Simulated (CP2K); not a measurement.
Consider 4-mercaptopyridine at its PBE geometry (Å).

```xyz
12

S     2.5130   -0.7993    0.2662
C     0.8340   -0.2995    0.0876
C    -0.1595   -1.2912    0.1116
C    -1.4936   -0.9087   -0.0236
N    -1.9074    0.3619   -0.1745
C    -0.9423    1.2989   -0.1965
C     0.4226    1.0315   -0.0752
H     3.0499    0.4382    0.1976
H     0.0981   -2.3428    0.2361
H    -2.2782   -1.6687   -0.0066
H    -1.2800    2.3314   -0.3180
H     1.1433    1.8485   -0.1048
```

Method: CP2K XAS_TDP, all-electron GAPW, PBEh(45%), aug-cc-pVDZ, TDA, no relativity.

Q: Predict the bright core excitations at the C K edge.

Leading lines: C2 282.14 eV, C3 281.54 eV and C4 281.71 eV. The leading line of an atom is its first one with 35 % of the strongest within 2.5 eV of its lowest line over the strength cut. 

The first six lines of each atom with a strength over 0.0015:

```tsv
atom	energy (eV)	states	strength, one atom
C2 (bonded to 2 C and S)	282.14	1	0.0586
	284.63	2	0.0334
	285.96	1	0.0045
	287.69	1	0.0020
	288.23	1	0.0032
	288.36	1	0.0017
C3 (bonded to 2 C and H)	281.54	1	0.0482
	284.26	1	0.0112
	285.17	1	0.0032
	286.18	1	0.0015
	286.25	1	0.0053
	286.98	1	0.0031
C4 (bonded to C, N and H)	281.71	1	0.0570
	285.29	1	0.0107
	285.98	1	0.0021
	286.81	1	0.0039
	286.96	1	0.0042
	287.90	1	0.0038
```

Lines are vertical, at one geometry, with no vibrational structure. Without a correction of the core level, line positions, and the gaps between valence and Rydberg lines, follow the share of exact exchange. At this level such K lines come out 3 to 6 eV under measured ones. Atoms with the same bonds but other surroundings in this conformer are left out. These values hold no scalar relativity, about 0.1 eV for C 1s. Rydberg lines, and the discretised continuum above threshold, depend on the basis and the box.

[Banner, clock and machine lines of the logs are left out without a mark of their own.]

[Logs are printed without paths, hosts, clocks, repeated set-up lines and the standing remarks that a program may print on its own settings, such as how far it seeks lower states.]

[Hosts, paths, dates, database ids (printed as entryN), source tags and the programs' standing remarks are cut or masked in the printed files.]
